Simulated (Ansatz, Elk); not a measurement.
**Bonding as seen by X-rays: Be3Ga**

Structure refinements treat a crystal as free atoms side by side. For a made-up structure of Be3Ga (cell and positions from a PBEsol relaxation) the runs below show what the calculated density changes in F(hkl).

Calculated with Elk 11.2.3 (patched build); DFT, PBE, all-electron APW+lo, Dirac cores, scalar-relativistic bands, static density, no spin.

This account leaves out most program logs.

The structure was built from a prototype and need not be the compound's stable phase.

## 1. Set-up

It takes space group Pm-3m (No. 221, cubic). The conventional cell has a = 3.446 Å, b = 3.446 Å, c = 3.446 Å, α = 90.00°, β = 90.00°, γ = 90.00°. Nearest to Ga lie 12 Be at 2.44 Å. Be has 4 Ga at 2.44 Å and 8 Be at 2.44 Å nearest. Farther neighbours are not listed.

## 2. Ground state and structure factors

An all-electron density is needed, since X-rays see the cores too. Task 0 finds the density and task 195 Fourier-transforms it; tshift is off so that phases refer to the origin typed.

elk.in reads:

```
tasks
  0
  195

xctype
  20

spinpol
  .false.

rgkmax
  7.0

gmaxvr
  14.0

lmaxo
  7

lmaxapw
  8

swidth
  0.002

tshift
  .false.

ramdisk
  .false.

hmaxvr
  5.5

maxscl
  120

epspot
  1e-06

sppath
  './'

avec
  6.51135358412 0.00000000000 0.00000000000
  -0.00000000000 6.51135358412 0.00000000000
  0.00000000000 0.00000000000 6.51135358412

atoms
  2
  'Ga.in'
  1
  -0.0000000000 0.0000000000 -0.0000000000   0.000000 0.000000 0.000000
  'Be.in'
  3
  0.5000000000 0.5000000000 0.0000000000   0.000000 0.000000 0.000000
  0.5000000000 0.0000000000 0.5000000000   0.000000 0.000000 0.000000
  0.0000000000 0.5000000000 0.5000000000   0.000000 0.000000 0.000000

ngridk
  7 7 7
```

On the command line:

```
OMP_NUM_THREADS=4 elk
```

Elapsed: 8.6 s, on 4 threads of Arm Neoverse V1, shared host; peak memory 0.16 GiB; 20 s of CPU time.

SFACRHO.OUT:

```text

h k l indices transformed by vhmat matrix:
   1.000000000       0.000000000       0.000000000    
   0.000000000       1.000000000       0.000000000    
   0.000000000       0.000000000       1.000000000    

      h      k      l  multipl.   |H|            Re(F)            Im(F)           |F|

      0      0      0      1   0.0000000       42.999999     -0.93359971E-17   42.999999    
     -1      0      0      6  0.96495840       24.348240     -0.48276982E-15   24.348240    
      0     -1      1     12   1.3646573       22.555756     -0.38904342E-16   22.555756    
     -1     -1      1      8   1.6713570       28.444741      0.35401580E-15   28.444741    
     -2      0      0      6   1.9299168       26.663481      0.82934312E-15   26.663481    
      1      0      2     24   2.1577126       18.889303      0.40785955E-15   18.889303    
      1      1      2     24   2.3636557       17.982440      0.79173093E-15   17.982440    
      0     -2      2     12   2.7293145       22.406012     -0.11285595E-15   22.406012    
     -1     -2      2     24   2.8948752       15.713185     -0.47375881E-15   15.713185    
      0     -3      0      6   2.8948752       15.713475     -0.10401634E-14   15.713475    
     -3      0      1     24   3.0514664       15.083585      0.51572003E-17   15.083585    
     -3     -1     -1     24   3.2004049       20.031325      0.16972239E-14   20.031325    
      2     -2      2      8   3.3427139       19.364077     -0.85227232E-15   19.364077    
      2      3      0     24   3.4792070       13.488401      0.96872175E-15   13.488401    
     -1      2      3     48   3.6105437       13.036338      0.62467255E-15   13.036338    
      0      4      0      6   3.8598336       17.062590     -0.11654985E-14   17.062590    
     -2      2      3     24   3.9786254       11.867683      0.93868000E-15   11.867683    
      4      0      1     24   3.9786254       11.869678      0.29082687E-15   11.869678
```

Elk indexes on the primitive cell of elk.in and gives |H| = 4π sin θ/λ in inverse bohr. Below, one row stands for each form hkl of the conventional cell (m members, Friedel mates merged), F is for one primitive cell and the density is static (no thermal factor). Free-atom factors are Waasmaier and Kirfel's, and R is Σm||F|−|F'||/Σm|F|.

| hkl | m | sin θ/λ (Å⁻¹) | abs F, DFT | neutral atoms | diff. |
| --- | --- | --- | --- | --- | --- |
| 100 | 6 | 0.145 | 24.348 | 24.441 | -0.093 |
| 110 | 12 | 0.205 | 22.556 | 22.715 | -0.159 |
| 111 | 8 | 0.251 | 28.445 | 28.612 | -0.167 |
| 200 | 6 | 0.290 | 26.663 | 26.967 | -0.304 |
| 210 | 24 | 0.325 | 18.889 | 19.036 | -0.146 |
| 211 | 24 | 0.355 | 17.982 | 18.077 | -0.095 |
| 220 | 12 | 0.410 | 22.406 | 22.461 | -0.055 |
| 221 | 24 | 0.435 | 15.713 | 15.742 | -0.029 |
| 300 | 6 | 0.435 | 15.713 | 15.742 | -0.029 |
| 310 | 24 | 0.459 | 15.084 | 15.104 | -0.021 |
| 311 | 24 | 0.481 | 20.031 | 20.085 | -0.053 |
| 222 | 8 | 0.503 | 19.364 | 19.409 | -0.045 |
| 320 | 24 | 0.523 | 13.488 | 13.492 | -0.004 |
| 321 | 48 | 0.543 | 13.036 | 13.036 | +0.000 |

## 3. The highest occupied states alone

An energy window below the Fermi level keeps the highest occupied states, to see at which angles they scatter; shallow core shells can lie inside it and anion s states outside. No new self-consistency is needed.

elk.in: that of step 2 with these lines changed.

```diff
@@ -1,3 +1,2 @@
 tasks
-  0
   195
@@ -40,2 +39,5 @@
 
+wsfac
+  -0.160770 0.580230
+
 sppath
```

On the command line:

```
OMP_NUM_THREADS=4 elk
```

It took 3.2 s on 4 threads; peak memory 0.16 GiB.

States within 12 eV below the Fermi level hold 8.99 electrons; any levels below the window count with the cores. Their amplitudes can exceed the total, where window and core parts have opposite phase:

| hkl | sin θ/λ (Å⁻¹) | abs F, window | abs F, all |
| --- | --- | --- | --- |
| 100 | 0.145 | 0.256 | 24.348 |
| 110 | 0.205 | 0.046 | 22.556 |
| 111 | 0.251 | 0.116 | 28.445 |
| 200 | 0.290 | 0.226 | 26.663 |
| 210 | 0.325 | 0.016 | 18.889 |
| 211 | 0.355 | 0.017 | 17.982 |
| 220 | 0.410 | 0.018 | 22.406 |
| 221 | 0.435 | 0.059 | 15.713 |
| 300 | 0.435 | 0.059 | 15.713 |
| 310 | 0.459 | 0.066 | 15.084 |

## 4. Another functional

The difference from free atoms is small, so it is set against the change that LDA (Perdew-Wang) makes.

elk.in: that of step 3 with these lines changed.

```diff
@@ -1,2 +1,3 @@
 tasks
+  0
   195
@@ -4,3 +5,3 @@
 xctype
-  20
+  3
 
@@ -39,5 +40,2 @@
 
-wsfac
-  -0.160770 0.580230
-
 sppath
```

On the command line:

```
OMP_NUM_THREADS=4 elk
```

Elapsed: 5.3 s, on 4 threads; peak memory 0.16 GiB; 13 s of CPU time.

Against the first run R = 0.13 %; the largest change is -0.044 at 311.

## 5. Basis size

The basis and the expansions that go with it are enlarged, to see whether the differences are converged.

elk.in: that of step 4 with these lines changed.

```diff
@@ -5,3 +5,3 @@
 xctype
-  3
+  20
 
@@ -11,12 +11,12 @@
 rgkmax
-  7.0
+  8.5
 
 gmaxvr
-  14.0
+  18.0
 
 lmaxo
-  7
+  9
 
 lmaxapw
-  8
+  10
```

On the command line:

```
OMP_NUM_THREADS=4 elk
```

Run time: 21 s. Hardware: 4 threads; peak memory 0.18 GiB; 50 s of CPU time.

Against the first run R = 0.00 %; the largest change is -0.001 at 400.

## 6. Basis size

A smaller basis shows how fast F responds to it; the change is likely larger than the basis error of the first run, but doesn't show convergence.

elk.in: that of step 5 with these lines changed.

```diff
@@ -11,12 +11,12 @@
 rgkmax
-  8.5
+  5.5
 
 gmaxvr
-  18.0
+  14.0
 
 lmaxo
-  9
+  7
 
 lmaxapw
-  10
+  8
```

On the command line:

```
OMP_NUM_THREADS=4 elk
```

The job ended after 7.6 s (4 threads; peak memory 0.16 GiB).

Against the first run R = 0.01 %; the largest change is +0.006 at 311.

## 7. Settings against the effect

| run | R against the first run (%) | R against neutral atoms, low angle (%) | wall time |
| --- | --- | --- | --- |
| PBE, rgkmax 7 | 0.00 | 0.70 | 8.6 s |
| LDA (Perdew-Wang) | 0.13 | 0.69 | 5.3 s |
| rgkmax 8.5 with larger expansions | 0.00 | 0.70 | 21 s |
| rgkmax 5.5 | 0.01 | 0.70 | 7.6 s |

## 8. What came out

```json
{"R against neutral atoms, sin θ/λ < 0.3 Å⁻¹": "0.70 %", "R against neutral atoms, 0.3 to 0.82 Å⁻¹": "0.36 %"}
```

What this shows: Independent neutral atoms miss the calculated amplitudes by R = 0.70 % below 0.3 Å⁻¹ and 0.36 % from there to 0.82 Å⁻¹; by shells, 0.38 % below 0.15 Å⁻¹ (1 form), 0.77 % 0.15 to 0.3 (3 forms), 0.45 % 0.3 to 0.45 (5 forms), 0.34 % above 0.45 (25 forms). Bonding, aspherical density and the tables' own atoms all enter these figures, and the runs don't part them. The largest change of an amplitude is -0.30 electrons, at 200. The window's part falls from 9.0 electrons at the origin to at most 0.11 between 0.45 and 0.82 Å⁻¹. Below 0.3 Å⁻¹ the changes that finished (LDA (Perdew-Wang), rgkmax 8.5 with larger expansions and rgkmax 5.5) move F by R = 0.04 % at most, against the 0.70 % that separates it from free atoms. The k-mesh has no finished test. Part of the difference isn't bonding: the tables are fits to free atoms and ions calculated by other methods than this functional. Thermal motion, anomalous dispersion and extinction are left out.

[Logs are printed without paths, hosts, clocks, repeated set-up lines and the standing remarks that a program may print on its own settings, such as how far it seeks lower states.]

[Hosts, paths, dates, database ids (printed as entryN), source tags and the programs' standing remarks are cut or masked in the printed files.]
